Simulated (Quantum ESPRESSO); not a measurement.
**Collinear magnetic orders of Sr2Fe2S2OF2 with Quantum ESPRESSO**

Aim: find out which collinear order of Sr2Fe2S2OF2 costs least.

Method: LDA; plane waves with GBRV 1.5 LDA potentials, no spin-orbit coupling, in Quantum ESPRESSO 7.5.

## 1. The structure

Symmetry: I4/mmm, No. 139, tetragonal system. The conventional cell has a = 4.040 Å, b = 4.040 Å, c = 17.998 Å, α = 90.00°, β = 90.00°, γ = 90.00°. Nearest to Sr lie 4 F at 2.47 Å and 1 O at 3.08 Å and 4 S at 3.18 Å. Fe has 2 O at 2.02 Å and 4 S at 2.63 Å nearest. Nearest to S lie 4 Fe at 2.63 Å and 4 Sr at 3.18 Å. Nearest to O lie 4 Fe at 2.02 Å and 2 Sr at 3.08 Å. Nearest to F lie 4 Sr at 2.47 Å. Farther neighbours and most contacts between anions are not listed.

Coordinates:

```cif
data_structure
_symmetry_space_group_name_H-M 'I4/mmm'
_symmetry_Int_Tables_number 139
_cell_length_a 4.0400
_cell_length_b 4.0400
_cell_length_c 17.9980
_cell_angle_alpha 90.000
_cell_angle_beta 90.000
_cell_angle_gamma 90.000
_cell_volume 293.76
loop_
_atom_site_label
_atom_site_type_symbol
_atom_site_symmetry_multiplicity
_atom_site_Wyckoff_symbol
_atom_site_fract_x
_atom_site_fract_y
_atom_site_fract_z
_atom_site_occupancy
Sr1 Sr 4 e 0.50000 0.50000 0.17100 1
Fe1 Fe 4 c 0.50000 0.00000 0.00000 1
S1 S 4 e 0.00000 0.00000 0.09381 1
O1 O 2 b 0.50000 0.50000 0.00000 1
F1 F 4 d 0.50000 0.00000 0.25000 1
```

The cell comes from the Crystallography Open Database.

## 2. Run 1 (ferro ++)

The signs are those of the starting moments on the seeded atoms, the atoms that are given a moment.

pw.in reads:

```
&CONTROL
  calculation = 'scf'
  prefix = 'pwscf'
  outdir = './tmp'
  pseudo_dir = './pseudo'
  disk_io = 'nowf'
/
&SYSTEM
  ibrav = 0
  celldm(1) = 8
  nat = 9
  ntyp = 5
  ecutwfc = 40
  ecutrho = 280
  nbnd = 59
  occupations = 'smearing'
  smearing = 'fd'
  degauss = 0.00367493
  nspin = 2
  starting_magnetization(1) = 0
  starting_magnetization(2) = 0.25
  starting_magnetization(3) = 0
  starting_magnetization(4) = 0
  starting_magnetization(5) = 0
/
&ELECTRONS
  conv_thr = 1.8d-08
  electron_maxstep = 150
  mixing_beta = 0.3
/
ATOMIC_SPECIES
Sr     87.6200 sr_lda_v1.uspp.F.UPF
Fe     55.8450 fe_lda_v1.5.uspp.F.UPF
S      32.0600 s_lda_v1.4.uspp.F.UPF
O      15.9990 o_lda_v1.2.uspp.F.UPF
F      18.9984 f_lda_v1.4.uspp.F.UPF
CELL_PARAMETERS alat
  -0.4771558464680    0.4771558464680    2.1257056744384
   0.4771558464680   -0.4771558464680    2.1257056744384
   0.4771558464680    0.4771558464680   -2.1257056744384
ATOMIC_POSITIONS crystal
Sr      0.6710000000    0.6710000000    0.0000000000
Sr      0.3290000000    0.3290000000    0.0000000000
Fe      0.0000000000    0.5000000000    0.5000000000
Fe      0.5000000000    0.0000000000    0.5000000000
S       0.0938100000    0.0938100000    0.0000000000
S       0.9061900000    0.9061900000    0.0000000000
O       0.5000000000    0.5000000000    0.0000000000
F       0.2500000000    0.7500000000    0.5000000000
F       0.7500000000    0.2500000000    0.5000000000
K_POINTS automatic
8 8 8 0 0 0
```

The run is started by

```sh
$ OMP_NUM_THREADS=1 mpirun -n 4 pw.x -nk 4 -in pw.in > pw.out
```

Output:

```text
Program PWSCF v.7.5 starts

     Message from routine setup:
     using ibrav=0 with symmetry is DISCOURAGED, use correct ibrav instead

     K-points division:     npool     =       4
     Subspace diagonalization in iterative solution of the eigenvalue problem:

     G-vector sticks info
     --------------------
     sticks:   dense  smooth     PW     G-vecs:    dense   smooth      PW
     Sum        4087    2333    813                78531    33817    7001

     Using Slab Decomposition

     bravais-lattice index     =            0
     lattice parameter (alat)  =       8.0000  a.u.
     unit-cell volume          =     991.1824 (a.u.)^3
     number of atoms/cell      =            9
     number of atomic types    =            5
     number of electrons       =        84.00
     number of Kohn-Sham states=           59
     kinetic-energy cutoff     =      40.0000  Ry
     charge density cutoff     =     280.0000  Ry
     scf convergence threshold =      1.8E-08
     mixing beta               =       0.3000
     number of iterations used =            8  plain     mixing
     Exchange-correlation=  SLA  PZ   NOGX NOGC
                           (   1   1   0   0   0   0   0)

     celldm(1)=   8.000000  celldm(2)=   0.000000  celldm(3)=   0.000000
     celldm(4)=   0.000000  celldm(5)=   0.000000  celldm(6)=   0.000000

     crystal axes: (cart. coord. in units of alat)
               a(1) = (  -0.477156   0.477156   2.125706 )
               a(2) = (   0.477156  -0.477156   2.125706 )
               a(3) = (   0.477156   0.477156  -2.125706 )

     reciprocal axes: (cart. coord. in units 2 pi/alat)
               b(1) = ( -0.000000  1.047876  0.235216 )
               b(2) = (  1.047876 -0.000000  0.235216 )
               b(3) = (  1.047876  1.047876  0.000000 )

     PseudoPot. # 1 for Sr read from file:
     sr_lda_v1.uspp.F.UPF
     Pseudo is Ultrasoft + core correction, Zval = 10.0
     Generated by new atomic code, or converted to UPF format
     Using radial grid of  883 points,  6 beta functions with:
                l(1) =   0
                l(2) =   0
                l(3) =   1
                l(4) =   1
                l(5) =   2
                l(6) =   2
     Q(r) pseudized with  6 coefficients,  rinner =    1.400   1.400   1.400
                                                       1.400   1.400

     PseudoPot. # 2 for Fe read from file:
     fe_lda_v1.5.uspp.F.UPF
     Pseudo is Ultrasoft + core correction, Zval = 16.0
     Generated by new atomic code, or converted to UPF format
     Using radial grid of  861 points,  6 beta functions with:
                l(1) =   0
                l(2) =   0
                l(3) =   1
                l(4) =   1
                l(5) =   2
                l(6) =   2
     Q(r) pseudized with  8 coefficients,  rinner =    1.000   1.000   1.000
                                                       1.000   1.000

     PseudoPot. # 3 for S  read from file:
     s_lda_v1.4.uspp.F.UPF
     Pseudo is Ultrasoft + core correction, Zval =  6.0
     Generated by new atomic code, or converted to UPF format
     Using radial grid of  907 points,  6 beta functions with:
                l(1) =   0
                l(2) =   0
                l(3) =   1
                l(4) =   1
                l(5) =   2
                l(6) =   2
     Q(r) pseudized with  8 coefficients,  rinner =    1.300   1.300   1.300
                                                       1.300   1.300

     PseudoPot. # 4 for O  read from file:
     o_lda_v1.2.uspp.F.UPF
     Pseudo is Ultrasoft + core correction, Zval =  6.0
     Generated by new atomic code, or converted to UPF format
     Using radial grid of  737 points,  5 beta functions with:
                l(1) =   0
                l(2) =   0
                l(3) =   1
                l(4) =   1
                l(5) =   2
     Q(r) pseudized with  8 coefficients,  rinner =    0.900   0.900   0.900
                                                       0.900   0.900

     PseudoPot. # 5 for F  read from file:
     f_lda_v1.4.uspp.F.UPF
     Pseudo is Ultrasoft, Zval =  7.0
     Generated by new atomic code, or converted to UPF format
     Using radial grid of  799 points,  4 beta functions with:
                l(1) =   0
                l(2) =   0
                l(3) =   1
                l(4) =   1
     Q(r) pseudized with  8 coefficients,  rinner =    0.950   0.950   0.950

     atomic species   valence    mass     pseudopotential
     Sr               10.00    87.62000     Sr( 1.00)
     Fe               16.00    55.84500     Fe( 1.00)
     S                 6.00    32.06000     S ( 1.00)
     O                 6.00    15.99900     O ( 1.00)
     F                 7.00    18.99840     F ( 1.00)

     Starting magnetic structure
     atomic species   magnetization
     Sr              0.000
     Fe              0.250
     S               0.000
     O               0.000
     F               0.000

     16 Sym. Ops., with inversion, found

   Cartesian axes

     site n.     atom                  positions (alat units)
         1        Sr     tau(   1) = (  -0.0000000   0.0000000   2.8526970  )
         2        Sr     tau(   2) = (  -0.0000000   0.0000000   1.3987143  )
         3        Fe     tau(   3) = (   0.4771558   0.0000000   0.0000000  )
         4        Fe     tau(   4) = (   0.0000000   0.4771558   0.0000000  )
         5        S      tau(   5) = (   0.0000000  -0.0000000   0.3988249  )
         6        S      tau(   6) = (  -0.0000000   0.0000000   3.8525865  )
         7        O      tau(   7) = (   0.0000000   0.0000000   2.1257057  )
         8        F      tau(   8) = (   0.4771558  -0.0000000   1.0628528  )
         9        F      tau(   9) = (   0.0000000   0.4771558   1.0628528  )

     number of k points=    59  Fermi-Dirac smearing, width (Ry)=  0.0037
                       cart. coord. in units 2pi/alat
        k(    1) = (   0.0000000   0.0000000   0.0000000), wk =   0.0019531
        k(    2) = (   0.1309845   0.1309845   0.0000000), wk =   0.0078125
        k(    3) = (   0.2619689   0.2619689   0.0000000), wk =   0.0078125
        k(    4) = (   0.3929534   0.3929534   0.0000000), wk =   0.0078125
        k(    5) = (  -0.5239378  -0.5239378   0.0000000), wk =   0.0039062
        [... 54 further k-points ...]

     Dense  grid:    78531 G-vectors     FFT dimensions: (  96,  96,  96)

     Smooth grid:    33817 G-vectors     FFT dimensions: (  72,  72,  72)

     Check: negative core charge=   -0.000018
     Generating pointlists ...
     new r_m :   0.2407 (alat units)  1.9256 (a.u.) for type    1
     new r_m :   0.1968 (alat units)  1.5746 (a.u.) for type    2
     new r_m :   0.2565 (alat units)  2.0522 (a.u.) for type    3
     new r_m :   0.1968 (alat units)  1.5746 (a.u.) for type    4
     new r_m :   0.2407 (alat units)  1.9256 (a.u.) for type    5

     Initial potential from superposition of free atoms

     starting charge      81.9458, renormalised to      84.0000

     negative rho (up, down):  6.508E-02 6.508E-02
     Starting wfcs are   72 randomized atomic wfcs

     Self-consistent Calculation

     iteration #  1     ecut=    40.00 Ry     beta= 0.30
     Davidson diagonalization with overlap
     ethr =  1.00E-02,  avg # of iterations =  5.7

     negative rho (up, down):  6.400E-02 6.401E-02

     total energy              =    -782.56855776 Ry
     estimated scf accuracy    <      81.71597501 Ry

     total magnetization       =     0.16 Bohr mag/cell
     absolute magnetization    =     1.07 Bohr mag/cell

     iteration #  2     ecut=    40.00 Ry     beta= 0.30
     Davidson diagonalization with overlap
     ethr =  1.00E-02,  avg # of iterations =  7.6

     negative rho (up, down):  6.341E-02 6.343E-02

     total energy              =    -793.66135790 Ry
     estimated scf accuracy    <     536.79029128 Ry

     total magnetization       =     0.12 Bohr mag/cell
     absolute magnetization    =     0.25 Bohr mag/cell

     iteration #  3     ecut=    40.00 Ry     beta= 0.30
     Davidson diagonalization with overlap
     ethr =  1.00E-02,  avg # of iterations =  7.4

     negative rho (up, down):  6.331E-02 6.331E-02

     total energy              =    -819.65957371 Ry
     estimated scf accuracy    <      17.63416248 Ry

     total magnetization       =     3.95 Bohr mag/cell
     absolute magnetization    =     4.09 Bohr mag/cell

     [... further iterations left out ...]

     iteration # 15     ecut=    40.00 Ry     beta= 0.30
     Davidson diagonalization with overlap
     ethr =  1.08E-08,  avg # of iterations =  2.2

     negative rho (up, down):  6.603E-02 6.598E-02

     total energy              =    -819.50526271 Ry
     estimated scf accuracy    <       0.00000403 Ry

     total magnetization       =     7.77 Bohr mag/cell
     absolute magnetization    =     7.79 Bohr mag/cell

     iteration # 16     ecut=    40.00 Ry     beta= 0.30
     Davidson diagonalization with overlap
     ethr =  4.79E-09,  avg # of iterations =  2.0

     negative rho (up, down):  6.603E-02 6.598E-02

     total energy              =    -819.50526376 Ry
     estimated scf accuracy    <       0.00000024 Ry

     total magnetization       =     7.77 Bohr mag/cell
     absolute magnetization    =     7.80 Bohr mag/cell

     iteration # 17     ecut=    40.00 Ry     beta= 0.30
     Davidson diagonalization with overlap
     ethr =  2.81E-10,  avg # of iterations =  4.1

     negative rho (up, down):  6.603E-02 6.598E-02

     total energy              =    -819.50526385 Ry
     estimated scf accuracy    <       0.00000006 Ry

     total magnetization       =     7.77 Bohr mag/cell
     absolute magnetization    =     7.80 Bohr mag/cell

     iteration # 18     ecut=    40.00 Ry     beta= 0.30
     Davidson diagonalization with overlap
     ethr =  6.85E-11,  avg # of iterations =  2.2

     negative rho (up, down):  6.603E-02 6.598E-02

     Magnetic moment per site  (integrated on atomic sphere of radius R)
     atom   1 (R=0.241)  charge=  7.0358  magn=  0.0066
     atom   2 (R=0.241)  charge=  7.0358  magn=  0.0066
     atom   3 (R=0.197)  charge= 13.2510  magn=  3.1173
     atom   4 (R=0.197)  charge= 13.2510  magn=  3.1173
     atom   5 (R=0.257)  charge=  4.6692  magn=  0.2177
     atom   6 (R=0.257)  charge=  4.6692  magn=  0.2177
     atom   7 (R=0.197)  charge=  5.5040  magn=  0.2805
     atom   8 (R=0.241)  charge=  7.1954  magn=  0.0053
     atom   9 (R=0.241)  charge=  7.1954  magn=  0.0053

     End of self-consistent calculation

     Number of k-points >= 100: set verbosity='high' to print the bands.

     the Fermi energy is     9.4381 ev

!    total energy              =    -819.50526387 Ry
     estimated scf accuracy    <          5.4E-09 Ry
     smearing contrib. (-TS)   =      -0.00300826 Ry
     internal energy E=F+TS    =    -819.50225562 Ry

     The total energy is F=E-TS. E is the sum of the following terms:
     one-electron contribution =    -554.66415201 Ry
     hartree contribution      =     315.12994916 Ry
     xc contribution           =    -136.72039289 Ry
     ewald contribution        =    -443.24765987 Ry

     total magnetization       =     7.77 Bohr mag/cell
     absolute magnetization    =     7.80 Bohr mag/cell

     convergence has been achieved in  18 iterations

=------------------------------------------------------------------------------=
   JOB DONE.
=------------------------------------------------------------------------------=
```

The job ended after 12 min (4 MPI ranks of Arm Neoverse V2, shared host; peak memory 1.4 GiB; 50 min of CPU time).

Spin moment in the atom's sphere by atom:

```csv
atom,spin moment in the atom's sphere (μB)
Sr1,0.01
Sr2,0.01
Fe3,3.12
Fe4,3.12
S5,0.22
S6,0.22
O7,0.28
F8,0.01
F9,0.01
```

Numbers from this step:

| Quantity | Value |
| --- | --- |
| smearing term TS | 0.04093 eV |
| magnetization | 7.772 μB |
| absolute magnetization | 7.8 μB |
| final state | ferromagnetic |

Spin density in the ac plane of the conventional cell at fractional y = 0.000, with atoms of Sr and Fe and S and O and F within 0.2 Å of it.

Ten even steps from '0' (0.0 e/Å³) to '9' (4.2 e/Å³), each cell a mean:
```
00000146300000
00000000000000
00000000000000
00000000000000
00000000000000
00000000000000
00000000000000
00000000000000
00000000000000
00000000000000
00000000000000
10000289510000
00000146300000
00000000000000
00000000000000
00000000000000
00000000000000
00000000000000
00000000000000
00000000000000
00000000000000
00000000000000
00000000000000
00000279510000
```
Columns run along a (4.0 Å), rows up along c (18.0 Å), edges of the conventional cell, whose origin can differ from the input's. Atoms in or near the plane, at fractional coordinates: Sr at (0.00, 0.67), Sr at (0.00, 0.33), Fe at (0.50, 0.00), Fe at (0.50, 0.50), S at (0.00, 0.09), S at (0.00, 0.91), O at (0.00, 0.50), F at (0.50, 0.25), F at (0.50, 0.75).

Valence density in the ac plane of the conventional cell at fractional y = 0.000, with atoms of Sr and Fe and S and O and F within 0.2 Å of it. It is the smooth field of the valence electrons, not physical close to the nuclei.

Values in e/Å³, 24 rows by 14 columns, each cell a mean:
```
 0  0  0  0  1  3  9 11  6  2  0  0  0  0
 1  1  1  1  0  0  0  0  0  0  0  1  1  1
 1  1  1  1  0  0  0  0  0  0  0  1  1  1
 1  0  0  0  0  0  0  0  0  0  0  0  0  1
 0  0  0  0  0  0  0  0  0  0  0  0  0  0
 0  0  0  0  1  2  6  8  4  1  0  0  0  0
 1  1  0  0  0  2  4  5  3  1  0  0  1  1
 0  2  2  1  0  0  0  0  0  0  0  1  2  1
 2  2  1  0  0  0  0  0  0  0  0  1  2  2
 0  0  0  0  0  0  0  0  0  0  0  0  0  0
 0  0  0  0  0  0  0  1  0  0  0  0  0  0
 5  3  1  1  1  5 14 16 10  2  0  1  2  4
 4  2  1  0  1  3  9 11  6  1  0  1  1  3
 0  0  0  0  0  0  0  0  0  0  0  0  0  0
 1  0  0  0  0  0  0  0  0  0  0  0  0  0
 1  2  2  1  0  0  0  0  0  0  0  1  2  2
 1  2  2  1  0  0  0  0  0  0  0  1  2  2
 0  0  0  0  1  2  6  8  5  1  0  0  0  0
 0  0  0  0  0  2  4  5  3  1  0  0  0  0
 0  0  0  0  0  0  0  0  0  0  0  0  0  0
 1  1  0  0  0  0  0  0  0  0  0  0  1  1
 1  1  1  1  0  0  0  0  0  0  0  1  1  1
 1  1  1  0  0  0  0  1  0  0  0  1  1  1
 0  0  0  0  1  5 14 16 10  2  0  0  0  0
```
Columns run along a (4.0 Å), rows up along c (18.0 Å), edges of the conventional cell, whose origin can differ from the input's. Atoms in or near the plane, at fractional coordinates: Sr at (0.00, 0.67), Sr at (0.00, 0.33), Fe at (0.50, 0.00), Fe at (0.50, 0.50), S at (0.00, 0.09), S at (0.00, 0.91), O at (0.00, 0.50), F at (0.50, 0.25), F at (0.50, 0.75).

(Continued in part 2 of 2.)

[Logs and program files are shortened in this print: banners, set-up blocks, solver, clock and traceback lines can be left out without a mark of their own.]

[Logs are printed without paths, hosts, clocks, repeated set-up lines and the standing remarks that a program may print on its own settings, such as how far it seeks lower states.]

[Hosts, paths, dates, database ids (printed as entryN), source tags and the programs' standing remarks are cut or masked in the printed files.]

[Where a cell is said to come from a database of computed structures, the database is the Materials Project.]
